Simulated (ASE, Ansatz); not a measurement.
**Relaxing KH6C3NO5 (P2_1/c) (64 atoms)**

How does KH6C3NO5 (P2_1/c) (64 atoms) relax, and what do bonds, charges and levels look like afterwards?

Program: Ansatz 0.2.0. Level of theory: Kohn-Sham DFT, LDA, PAW (set soft_2), plane waves. Results are calculated unless marked as measured.

Most raw output is cut from this account.

## 1. The starting structure

The cell holds 64 atoms: 4 K, 24 H, 12 C, 4 N and 20 O. Cell: a = 7.457 Å, b = 13.002 Å, c = 6.816 Å, α = 90.0°, β = 105.4°, γ = 90.0°. It derives from KH6C3NO5 (P2_1/c), repeated 1×1×1. KH6C3NO5, space group P2_1/c, structure from the Crystallography Open Database, 1 x 1 x 1 conventional cells; every coordinate displaced by a Gaussian of 0.01 Å; bonds to H set to neutron lengths (C-H 1.089, N-H 1.015, O-H 0.983, B-H 1.19 Å) where the listed ones are shorter.

As a file:

```cif
data_structure
_symmetry_space_group_name_H-M 'P 1'
_symmetry_Int_Tables_number 1
_cell_length_a 7.4570
_cell_length_b 13.0020
_cell_length_c 6.8160
_cell_angle_alpha 90.000
_cell_angle_beta 105.410
_cell_angle_gamma 90.000
_cell_volume 637.09
loop_
_atom_site_label
_atom_site_type_symbol
_atom_site_fract_x
_atom_site_fract_y
_atom_site_fract_z
_atom_site_occupancy
K1 K 0.50144 0.63936 0.09526 1
K2 K 0.49609 0.14066 0.40344 1
K3 K 0.49600 0.35843 0.90276 1
K4 K 0.50348 0.85926 0.60005 1
H5 H 0.97552 0.73298 0.95209 1
H6 H 0.02581 0.23302 0.55133 1
H7 H 0.02596 0.26759 0.04774 1
H8 H 0.97337 0.76746 0.44986 1
H9 H 0.98781 0.85187 0.83115 1
H10 H 0.01370 0.35177 0.66683 1
H11 H 0.01376 0.14770 0.16429 1
H12 H 0.98968 0.64738 0.33475 1
H13 H 0.55300 0.89658 0.12108 1
H14 H 0.44892 0.39621 0.38160 1
H15 H 0.44809 0.10450 0.88170 1
H16 H 0.54955 0.60354 0.61763 1
H17 H 0.23013 0.96159 0.94674 1
H18 H 0.76711 0.46256 0.55070 1
H19 H 0.77091 0.03963 0.05237 1
H20 H 0.23104 0.53925 0.44806 1
H21 H 0.88002 0.48749 0.14046 1
H22 H 0.11880 0.98616 0.35817 1
H23 H 0.12164 0.51335 0.85744 1
H24 H 0.87949 0.01448 0.64091 1
H25 H 0.81134 0.53590 0.91924 1
H26 H 0.18262 0.03542 0.57724 1
H27 H 0.18669 0.46357 0.07859 1
H28 H 0.81245 0.96406 0.42092 1
C29 C 0.85326 0.85824 0.07706 1
C30 C 0.14350 0.35679 0.42112 1
C31 C 0.14417 0.14229 0.92290 1
C32 C 0.85556 0.64112 0.57745 1
C33 C 0.00582 0.81311 0.97860 1
C34 C 0.99872 0.31386 0.52188 1
C35 C 0.99866 0.18647 0.02016 1
C36 C 0.99940 0.68499 0.47881 1
C37 C 0.19609 0.82924 0.10941 1
C38 C 0.80070 0.32771 0.39198 1
C39 C 0.79978 0.17198 0.89252 1
C40 C 0.19701 0.67325 0.60781 1
N41 N 0.29161 0.90909 0.06190 1
N42 N 0.71179 0.40960 0.44125 1
N43 N 0.71159 0.09041 0.94169 1
N44 N 0.28612 0.58956 0.56209 1
O45 O 0.69339 0.82544 0.01367 1
O46 O 0.30496 0.32447 0.48646 1
O47 O 0.30530 0.17540 0.98400 1
O48 O 0.69345 0.67542 0.51314 1
O49 O 0.90685 0.92926 0.20970 1
O50 O 0.09403 0.43002 0.29300 1
O51 O 0.09364 0.07002 0.79407 1
O52 O 0.90830 0.57035 0.70764 1
O53 O 0.27038 0.76915 0.24663 1
O54 O 0.73069 0.26899 0.25158 1
O55 O 0.72815 0.23234 0.75274 1
O56 O 0.27224 0.73334 0.74763 1
O57 O 0.46813 0.93584 0.18296 1
O58 O 0.53568 0.43494 0.31745 1
O59 O 0.53237 0.06697 0.81930 1
O60 O 0.46438 0.56664 0.68400 1
O61 O 0.77266 0.51362 0.04042 1
O62 O 0.22790 0.01248 0.45770 1
O63 O 0.22990 0.48713 0.96217 1
O64 O 0.76992 0.98772 0.53722 1
```

Limits known from the start: The functional has no dispersion term, which matters for the binding between molecules or layers, where LDA binds through overlap of densities alone.

## 2. Single point at the start

The forces at the start show how far the geometry lies from a minimum of this functional.

input.yaml reads:

```yaml
crystal:
  lattice:
    - [7.457, 0.0, 0.0]
    - [0.0, 13.002, 0.0]
    - [-1.81118, 0.0, 6.57096]
  atoms:
    - { symbol: K, position: [0.50144, 0.63936, 0.09526] }
    - { symbol: K, position: [0.49609, 0.14066, 0.40344] }
    - { symbol: K, position: [0.496, 0.35843, 0.90276] }
    - { symbol: K, position: [0.50348, 0.85926, 0.60005] }
    [... 54 atom lines left out ...]
    - { symbol: O, position: [0.53237, 0.06697, 0.8193] }
    - { symbol: O, position: [0.46438, 0.56664, 0.684] }
    - { symbol: O, position: [0.77266, 0.51362, 0.04042] }
    - { symbol: O, position: [0.2279, 0.01248, 0.4577] }
    - { symbol: O, position: [0.2299, 0.48713, 0.96217] }
    - { symbol: O, position: [0.76992, 0.98772, 0.53722] }
kpoints:
  mp_grid: { grid: [2, 1, 2] }
hamiltonian:
  xc: lda
scf:
  occupations: { method: fixed }
output:
  forces: true
  stress: true
  populations: intrinsic
  dos:
    method: { smearing: { sigma: 0.15 } }
    de: 0.1
    projected: { site_lists: { C: [C], H: [H], K: [K], "N": ["N"], O: [O] } }
  eigenvalues: true
```

On the command line:

```sh
> ansatz run input.yaml --threads 4 --pin off --max-ram 8192MiB --backend cpu --events-out ev --progress --plain --runs-dir out
```

Elapsed: 17 s, on 4 threads of Arm Neoverse V2, shared host; peak memory 2.2 GiB; 61 s of CPU time.

Numbers from this run:

```
free energy                                      : -21879.2154 eV
free energy per atom                             : -341.8627 eV/atom
SCF cycles                                       : 10
pressure                                         : -2.085 GPa
r.m.s. force component                           : 0.6048 eV/Å
longest force                                    : 2.296 eV/Å
Fermi energy                                     : 1.208 eV
gap (highest filled to lowest empty level) : 4.446 eV
```

The r.m.s. force component of 0.60 eV/Å and the pressure of -2.1 GPa set the starting point.

Neighbours are counted within 1.21 Å (H-O), 1.34 Å (H-C), 1.27 Å (H-N), 1.68 Å (O-C), 3.48 Å (O-K), 1.67 Å (O-N), 1.85 Å (C-C), 1.77 Å (C-N).

Length of the force by element and coordination:

```tsv
element	coordination	atoms	mean length of the force (eV/Å)	spread	least	most
C	all	12	1.28	0.525	0.520	2.25
C	3	8	1.12	0.528	0.520	2.25
C	4	4	1.60	0.349	1.27	2.18
H	all	24	0.722	0.357	0.153	1.65
K	all	4	0.109	0.0226	0.0806	0.142
N	all	4	1.54	0.572	0.620	2.08
O	all	20	0.895	0.487	0.220	2.30
O	1	4	0.505	0.181	0.220	0.720
O	3	8	0.698	0.173	0.446	0.987
O	4	8	1.29	0.526	0.544	2.30
```

## 3. Cell and atoms relaxed

Cell and atoms are freed together, to release stress as well as forces.

input.yaml, the sections that differ from step 2:

```yaml
output:
  forces: true
relax:
  f_tol: 0.03
  max_steps: 200
  cell: {}
# crystal, kpoints, hamiltonian, scf: as in step 2
```

Elapsed: 98 s, on 4 threads; peak memory 2.1 GiB.

Step by step:

```tsv
step	energy less that of the first step (eV)	largest force component (eV/Å)	pressure (GPa)	volume (Å³)
1	0.0000	2.2061	-2.09	637.09
2	-0.8867	1.3994	0.90	574.85
3	-1.1699	1.0718	-0.07	589.46
4	-1.2262	0.3171	0.61	591.15
5	-1.2734	0.2428	-0.14	594.21
6	-1.2851	0.1387	-0.08	592.75
7	-1.3007	0.0937	-0.01	591.87
8	-1.3033	0.0364	0.00	591.73
9	-1.3049	0.0283	0.00	591.55
10*	-1.1321	0.0272	-0.45	591.55
11	-1.2029	0.0553	0.12	580.38
12	-1.1914	0.0340	0.00	582.97
13	-1.1914	0.0226	0.00	582.98
14*	-1.1450	0.0226	-0.06	582.98
15	-1.1528	0.0091	0.00	581.66
16*	-1.1450	0.0092	0.00	581.66
```

Relaxation steps marked * repeat the geometry before them on a plane-wave basis chosen anew for their cell, so energy and pressure can jump there.

```tsv
cell as run	before	after	change
a (Å)	7.457	7.310	-2.0 %
b (Å)	13.002	12.559	-3.4 %
c (Å)	6.816	6.589	-3.3 %
β (°)	105.41	105.94	+0.5 %
volume (Å³/atom)	9.95	9.09	-8.7 %
```

The atoms that moved most (Å, as changes of fractional coordinates times the final cell):

```tsv
atom	dx	dy	dz	length
H12	-0.152	-0.047	-0.074	0.175
O64	0.037	-0.115	0.123	0.172
H9	-0.145	0.060	-0.052	0.165
O63	-0.038	-0.108	-0.119	0.165
H10	0.128	0.061	0.064	0.156
H11	0.122	-0.051	0.081	0.155
O62	-0.032	0.116	-0.090	0.150
O61	0.022	0.102	0.102	0.146
```

The relaxation changed the energy by -17.9 meV/atom, and atoms moved by 0.091 Å r.m.s., 0.17 Å at most.

## 4. Distances and neighbours after relaxation

Bonds before and after, by the cutoffs listed below:

```tsv
pair	bonds before	bonds after	mean before (Å)	mean after (Å)	spread before (Å)	spread after (Å)
H-O	12	12	0.987	1.011	0.012	0.022
H-C	8	8	1.085	1.106	0.009	0.004
H-N	4	4	1.024	1.037	0.015	0.000
O-C	12	12	1.250	1.253	0.018	0.012
O-K	32	32	2.861	2.774	0.100	0.087
O-N	4	4	1.401	1.360	0.004	0.000
C-C	8	8	1.522	1.497	0.027	0.003
C-N	4	4	1.345	1.327	0.006	0.000
```

Density 2.00 g/cm³, 9.088 Å³ an atom.

g(r), total and by pair (bins of 0.2 Å):

```tsv
r (Å)	total	H-H	H-O	H-C	H-K	H-N	O-O
0.90	0.95	0.00	4.05	0.00	0.00	0.00	0.00
1.10	1.57	0.00	1.83	5.10	0.00	9.20	0.00
1.30	1.35	0.00	0.00	0.00	0.00	0.00	0.00
1.50	0.79	1.29	0.83	0.00	0.00	0.00	0.00
1.70	0.61	1.02	1.98	0.00	0.00	0.00	0.00
1.90	0.12	0.00	0.00	0.00	0.00	2.60	0.00
2.10	0.61	0.00	0.45	3.60	0.00	0.00	0.00
2.30	1.01	1.81	0.00	1.21	0.00	0.00	0.94
2.50	1.06	2.48	1.54	0.99	0.00	1.51	0.70
2.70	1.15	1.06	0.78	1.75	0.00	1.30	1.94
2.90	0.99	0.96	1.62	0.00	0.00	0.00	0.54
3.10	1.35	0.50	2.40	1.60	2.93	0.98	1.22
3.30	1.16	0.59	0.89	0.87	3.51	0.93	1.68
3.50	0.69	1.06	0.48	0.78	1.57	0.78	0.56
3.70	1.03	0.81	0.71	0.48	0.71	1.47	1.01
3.90	0.94	0.54	0.76	1.04	1.91	1.25	1.83
4.10	1.08	1.74	1.28	1.15	0.58	1.18	0.69
4.30	1.07	1.84	0.31	1.58	0.00	0.54	1.01
4.50	0.97	0.23	1.04	1.29	1.45	0.94	0.79
4.70	0.82	0.88	0.69	1.46	0.44	1.31	0.22
4.90	0.90	0.53	1.13	0.40	1.22	0.41	0.79
5.10	1.00	0.81	1.19	0.74	1.12	0.72	1.15
5.30	0.97	1.14	1.11	0.69	1.04	1.39	1.16
5.50	1.07	0.59	1.28	0.95	1.92	0.96	1.84
5.70	1.14	1.23	1.18	0.99	0.89	1.77	1.01
5.90	1.06	0.74	1.26	1.02	1.12	1.39	0.86
6.10	0.91	1.26	0.94	0.77	0.77	1.04	1.05
6.30	1.05	1.17	0.87	0.97	0.50	1.23	0.93
```

Bonds by pair of elements; cutoffs follow the first minimum of g(r), held within bounds set by covalent radii, and pairs that aren't listed don't count as bonded:

```tsv
pair A-B	cutoff (Å)	bonds	mean length (Å)	spread (Å)	shortest (Å)	B about A	A about B
H-O	1.21	12	1.01	0.022	0.995	0.5	0.6
H-C	1.34	8	1.11	0.004	1.10	0.333	0.667
H-N	1.27	4	1.04	0	1.04	0.167	1
O-C	1.68	12	1.25	0.012	1.24	0.6	1
O-K	3.27	32	2.77	0.087	2.62	1.6	8
O-N	1.67	4	1.36	0	1.36	0.2	1
C-C	1.85	8	1.50	0.003	1.50	1.33	1.33
C-N	1.73	4	1.33	0	1.33	0.333	1
```

How many atoms have how many bonded neighbours:

```tsv
element	mean	1	3	4	8
C	3.33	0	8	4	0
H	1	24	0	0	0
K	8	0	0	0	4
N	3	0	4	0	0
O	3	4	8	8	0
```

Bond angles, per cent of each kind in bins of 5°:

```tsv
angle (°)	O-K-O	H-O-K	C-C-H	K-O-K	C-O-K
55–60	3.6	0.0	0.0	0.0	0.0
60–65	7.1	0.0	0.0	0.0	0.0
65–70	7.1	0.0	0.0	0.0	0.0
70–75	10.7	0.0	0.0	0.0	0.0
75–80	7.1	0.0	0.0	25.0	0.0
80–85	3.6	0.0	0.0	25.0	0.0
85–90	10.7	0.0	0.0	0.0	0.0
90–95	3.6	0.0	0.0	0.0	0.0
95–100	7.1	0.0	0.0	0.0	0.0
100–105	3.6	33.3	0.0	25.0	0.0
105–110	3.6	16.7	75.0	25.0	25.0
110–115	0.0	16.7	25.0	0.0	25.0
115–120	3.6	0.0	0.0	0.0	25.0
120–125	0.0	0.0	0.0	0.0	0.0
125–130	3.6	0.0	0.0	0.0	0.0
130–135	3.6	16.7	0.0	0.0	0.0
135–140	0.0	16.7	0.0	0.0	25.0
140–145	7.1	0.0	0.0	0.0	0.0
145–150	7.1	0.0	0.0	0.0	0.0
150–155	3.6	0.0	0.0	0.0	0.0
155–160	0.0	0.0	0.0	0.0	0.0
160–165	3.6	0.0	0.0	0.0	0.0
```

Bond angles (no mean is given where the spread exceeds 20°):

```tsv
angle	count	mean (°)	spread (°)
O-K-O	112	-	-
H-O-K	24	116	14.1
C-C-H	16	109	2.3
K-O-K	16	93.3	11.8
C-O-K	16	117	10.8
```

Bond length by coordination (bonds to H left out):

```tsv
element	coordination	atoms	mean bond length (Å)
C	3	8	1.35
C	4	4	1.50
O	1	4	1.27
O	3	8	2.26
O	4	8	2.50
```

With the cutoffs above, 67 % of C atoms have 3, all H atoms have 1, all K atoms have 8 and all N atoms have 3 bonded neighbours.

## 5. Single point at the relaxed geometry

One more single point at the end of the walk gives the fuller output and checks the residual forces.

input.yaml reads:

```yaml
crystal:
  lattice:
    - [7.3102, -8.0e-05, -0.01955]
    - [-0.00014, 12.5585, -6.0e-05]
    - [-1.79275, -1.0e-05, 6.34059]
  atoms:
    - { symbol: K, position: [0.49135, 0.63551, 0.09698] }
    - { symbol: K, position: [0.50834, 0.1355, 0.40305] }
    - { symbol: K, position: [0.50834, 0.36476, 0.90306] }
    - { symbol: K, position: [0.49136, 0.86475, 0.59695] }
    [... 54 atom lines left out ...]
    - { symbol: O, position: [0.53394, 0.06634, 0.81907] }
    - { symbol: O, position: [0.46575, 0.56633, 0.68093] }
    - { symbol: O, position: [0.77964, 0.52173, 0.05654] }
    - { symbol: O, position: [0.22007, 0.02169, 0.44349] }
    - { symbol: O, position: [0.22004, 0.47855, 0.94344] }
    - { symbol: O, position: [0.7797, 0.97853, 0.55662] }
kpoints:
  mp_grid: { grid: [2, 1, 2] }
hamiltonian:
  xc: lda
scf:
  occupations: { method: fixed }
output:
  forces: true
  stress: true
  populations: true
  dos:
    method: { smearing: { sigma: 0.15 } }
    de: 0.1
    projected: { site_lists: { C: [C], H: [H], K: [K], "N": ["N"], O: [O] } }
  eigenvalues: true
  write_density: true
  write_potential: true
  volumetric_format: npy
```

The job ended after 14 s (4 threads; peak memory 2 GiB; 52 s of CPU time).

Read from the output:

| Property | Result |
| --- | --- |
| free energy | -21880.3604 eV |
| free energy per atom | -341.8806 eV/atom |
| SCF cycles | 10 |
| pressure | -0.004643 GPa |
| r.m.s. force component | 0.00378 eV/Å |
| longest force | 0.01448 eV/Å |
| Fermi energy | 2.07 eV |
| gap (highest filled to lowest empty level) | 4.113 eV |
| spilling of the projection | 0.009347 |

Löwdin charges by element and coordination (they lack the spilled electrons, 0.036 e an atom on average):

```tsv
element	coordination	atoms	mean charge (e)	spread	least	most
C	all	12	0.205	0.414	-0.376	0.560
C	3	8	0.496	0.0641	0.432	0.560
C	4	4	-0.376	0	-0.376	-0.376
H	all	24	0.306	0.0633	0.220	0.366
K	all	4	0.803	0	0.803	0.803
N	all	4	-0.0447	0	-0.0448	-0.0447
O	all	20	-0.526	0.117	-0.757	-0.443
O	1	4	-0.475	0	-0.475	-0.475
O	3	8	-0.478	0.0225	-0.501	-0.456
O	4	8	-0.600	0.157	-0.757	-0.443
```

States in the cell by windows of 1 eV, zero at the Fermi level; the larger projections on atomic orbitals stand beside the total:

```tsv
from (eV)	to (eV)	total	O p	C p	H s	N p	O s
-10	-9	8.8	2.0	1.0	1.2	2.9	0.5
-9	-8	12.0	4.4	1.7	1.9	2.3	0.8
-8	-7	11.0	5.1	2.4	1.5	0.5	0.9
-7	-6	17.7	7.0	6.0	1.6	0.9	1.4
-6	-5	18.5	9.7	4.1	1.0	1.4	1.6
-5	-4	13.4	6.6	3.5	1.3	0.7	0.9
-4	-3	19.0	10.8	4.6	1.9	0.4	0.8
-3	-2	10.4	9.0	0.5	0.3	0.1	0.3
-2	-1	31.5	27.4	1.5	0.5	1.1	0.1
-1	0	15.7	11.2	0.9	0.2	2.8	0.1
0	1	1.6	0.9	0.1	0.0	0.5	0.0
1	3	0.0	0.0	0.0	0.0	0.0	0.0
3	4	0.2	0.1	0.1	0.0	0.0	0.0
4	5	12.0	3.4	5.8	1.0	0.7	0.1
```

With fixed occupations the program's Fermi level is the highest filled level; weight inside the gap is the broadening of levels at its edges.

Between -26 and -10 eV lie 80 more states.

The levels nearest the highest filled one (over half full), pooled over k-points and spins:

```tsv
level less the highest filled one (eV)	occupation
-0.0276	2
-0.0101	2
-0.0096	2
-0.0074	2
-0.0013	2
0	2
4.11	0
4.20	0
4.20	0
4.22	0
4.27	0
4.27	0
```

Valence density in the ab plane at fractional z = 0.081, with atoms of K and H and C and N and O within 0.2 Å of it. It is the smooth field of the valence electrons, not physical close to the nuclei.

Values in e/Å³, 13 rows by 16 columns, each cell a mean:
```
0.1 0.0 0.2 0.8 1.9 1.5 1.1 1.1 0.6 0.2 0.1 0.1 0.2 0.5 0.5 0.2
0.4 0.5 0.9 1.8 2.7 1.8 0.8 0.5 0.6 0.5 0.9 1.3 1.3 1.6 1.5 0.8
0.8 0.9 1.3 1.2 0.7 0.2 0.1 0.0 0.1 0.3 1.6 2.6 1.5 0.8 0.8 0.7
0.2 0.1 0.1 0.2 0.1 0.1 0.2 0.5 0.5 0.2 0.1 0.1 0.1 0.0 0.1 0.1
0.0 0.0 0.0 0.0 0.0 0.2 1.5 3.5 3.5 1.5 0.2 0.1 0.1 0.0 0.0 0.0
0.0 0.0 0.0 0.1 0.1 0.1 0.4 1.2 1.2 0.5 0.2 0.8 2.3 1.7 0.4 0.1
0.1 0.1 0.4 0.8 0.5 0.2 0.1 0.0 0.0 0.0 0.2 1.3 3.6 2.9 0.8 0.2
0.1 0.1 0.2 0.4 0.2 0.1 0.0 0.1 0.1 0.1 0.1 0.1 0.1 0.1 0.1 0.1
0.1 0.1 0.0 0.0 0.0 0.0 0.0 0.1 0.2 0.2 0.1 0.1 0.0 0.0 0.0 0.1
1.1 0.7 0.2 0.1 0.1 0.2 0.1 0.1 0.0 0.1 0.1 0.2 0.1 0.1 0.1 0.4
1.6 1.0 0.4 0.2 0.6 1.2 0.7 0.2 0.0 0.0 0.1 0.1 0.1 0.1 0.3 0.9
0.5 0.3 0.2 0.2 0.2 0.3 0.2 0.1 0.0 0.0 0.1 0.3 0.4 0.2 0.1 0.3
0.0 0.0 0.0 0.1 0.1 0.1 0.1 0.1 0.1 0.0 0.1 0.3 0.8 0.4 0.1 0.0
```
Columns run along a (7.3 Å), rows up along b (12.6 Å). Atoms in or near the plane, at fractional coordinates: K at (0.49, 0.64), H at (0.03, 0.27), H at (0.77, 0.04), H at (0.18, 0.46), C at (0.85, 0.86), C at (0.19, 0.83), N at (0.29, 0.91), O at (0.78, 0.52).

Electrostatic potential energy in the ab plane at fractional z = 0.081, with atoms of K and H and C and N and O within 0.2 Å of it. With pseudopotentials it is smooth inside the atoms' cores, unlike the true potential.

Values in eV, 13 rows by 16 columns, each cell a mean:
```
  7   7   6  -3 -20 -19  -7  -6   3   5   7   6   4   2   3   6
  1   0 -13 -27 -32 -23  -3   0 -10  -9  -2  -8 -17 -35 -30  -5
 -7  -6 -24 -30 -11   4   7   7   7   6 -10 -22 -12 -14 -10  -3
  6   6   6   6   7   6   3  -2  -2   3   6   7   8   7   7   6
  8   8   8   8   7   3 -17 -38 -38 -18   3   7   8   8   8   8
  8   8   8   8   8   6  -1 -12 -12  -1   6   1 -13  -9   5   7
  7   6  -5 -11   3   7   8   7   7   8   8  -4 -25 -23  -5   5
  8   6  -1  -5   5   7   8   7   5   5   6   8   8   7   6   7
  5   5   7   8   8   8   7   6   4   4   6   7   8   8   8   7
-19  -9   5   8   8   8   8   8   8   8   8   8   8   8   7   2
-34 -16   2   5   3  -5   2   8   8   8   8   8   7   6   3 -14
  1   3   4   5   6   6   7   8   8   7   7   5   3   4   5   3
  8   7   7   7   7   7   8   8   8   8   6   1 -21  -5   5   7
```
Columns run along a (7.3 Å; values clipped at the 3rd and 97th percentile), rows up along b (12.6 Å). Atoms in or near the plane, at fractional coordinates: K at (0.49, 0.64), H at (0.03, 0.27), H at (0.77, 0.04), H at (0.18, 0.46), C at (0.85, 0.86), C at (0.19, 0.83), N at (0.29, 0.91), O at (0.78, 0.52).

Mean Löwdin charges: C +0.21, H +0.31, K +0.80, N -0.04, O -0.53 e (they miss 0.93 % of the electrons, so they add up to more than the cell's charge). The largest share in the top eV of filled states is O p (71 % of the projected weight), and in the lowest eV of empty states C p (51 % of the projected weight).

A closer look about K2, one of the 4 K atoms: 10 atoms, nearest first, numbered in the order of the input, with positions taken from that point.

```tsv
atom	x	y	z	distance (Å)	bonds	Löwdin charge (e)
K2	0.00	0.00	0.00	0.00	8	0.80
O62	-2.18	-1.43	0.26	2.62	4	-0.76
O54	1.90	1.62	-0.98	2.68	3	-0.50
O55	1.01	1.26	2.19	2.72	3	-0.50
O64	1.71	-1.97	0.97	2.78	4	-0.76
O47	-0.64	0.53	-2.68	2.80	3	-0.46
O59	-0.56	-0.87	2.64	2.83	4	-0.44
O46	-1.54	2.35	0.49	2.85	3	-0.46
O57	0.09	-2.53	-1.41	2.90	4	-0.44
H26	-2.68	-1.18	1.08	3.12	1	0.36
```

The column of bonds counts only the pairs H-O within 1.21 Å, H-C within 1.34 Å, H-N within 1.27 Å, O-C within 1.68 Å, O-K within 3.27 Å, O-N within 1.67 Å, C-C within 1.85 Å, C-N within 1.73 Å; other neighbours, such as metal atoms beside each other in a compound, aren't counted, and periodic images can show an atom twice.

## 6. A run with a doubtful setting

The input is spoilt on purpose; the run shows how that looks.

input.yaml reads:

```yaml
crystal:
  lattice:
    - [7.457, 0.0, 0.0]
    - [0.0, 13.002, 0.0]
    - [-1.81118, 0.0, 6.57096]
  atoms:
    [... the 64 atom lines of step 2 ...]
kpoints:
  mp_grid: { grid: [1, 1, 1] }
hamiltonian:
  xc: lda
scf:
  occupations: { method: fixed }
  max_iter: 100
output:
  forces: true
```

Run time: 2 s. Hardware: 4 threads; peak memory 0.61 GiB.

The SCF closed, but on a changed input, so its numbers are not taken as the system's.

The change made on purpose: kpoints.mp_grid.grid = [1, 1, 1].

Against the single point at the start:

| Item | Value |
| --- | --- |
| r.m.s. difference of force components | 53.11 meV/Å |
| longest difference of force vectors | 196.3 meV/Å |
| force difference over r.m.s. force | 8.782 % |

## 7. Summary of results

* energy change in the relaxation: -17.89 meV/atom
* r.m.s. displacement: 0.091 Å
* largest displacement: 0.175 Å
* free energy per atom: -341.8806 eV/atom
* density: 2.001 g/cm³
* pressure: -0.004643 GPa
* r.m.s. force component: 0.00378 eV/Å
* gap (highest filled to lowest empty level): 4.113 eV
* wall time of the 4 DFT runs: 2.2 min

What this shows: Relaxation lowers the energy by 17.9 meV/atom and moves atoms by 0.091 Å r.m.s.; the r.m.s. force component goes from 0.60 to 0.0038 eV/Å, the pressure goes from -2.1 to -0.0046 GPa, and the gap from 4.45 to 4.11 eV. Displacements are taken in the final cell, so they leave out its strain. By the final cutoffs no bond was broken or made. The cell shrank by 8.7 % in volume. From the first step to the last the energy fell by 1.145 eV, across changes of basis, and the largest move was 0.18 Å (H12, with 1 other atom within 2 % of it). The O-K bonds change most in mean length: from 2.861 Å (spread 0.100) to 2.774 Å (spread 0.087). With the cutoffs above, 67 % of C atoms have 3, all H atoms have 1, all K atoms have 8 and all N atoms have 3 bonded neighbours. Between filled and empty levels lie 4.11 eV on the run's k-points; the mesh holds the band edges only if they fold onto it, so the gap at this level can be narrower or closed, while local or semilocal functionals tend to narrow gaps against experiment.

[Logs are printed without paths, hosts, clocks, repeated set-up lines and the standing remarks that a program may print on its own settings, such as how far it seeks lower states.]

[Hosts, paths, dates, database ids (printed as entryN), source tags and the programs' standing remarks are cut or masked in the printed files.]
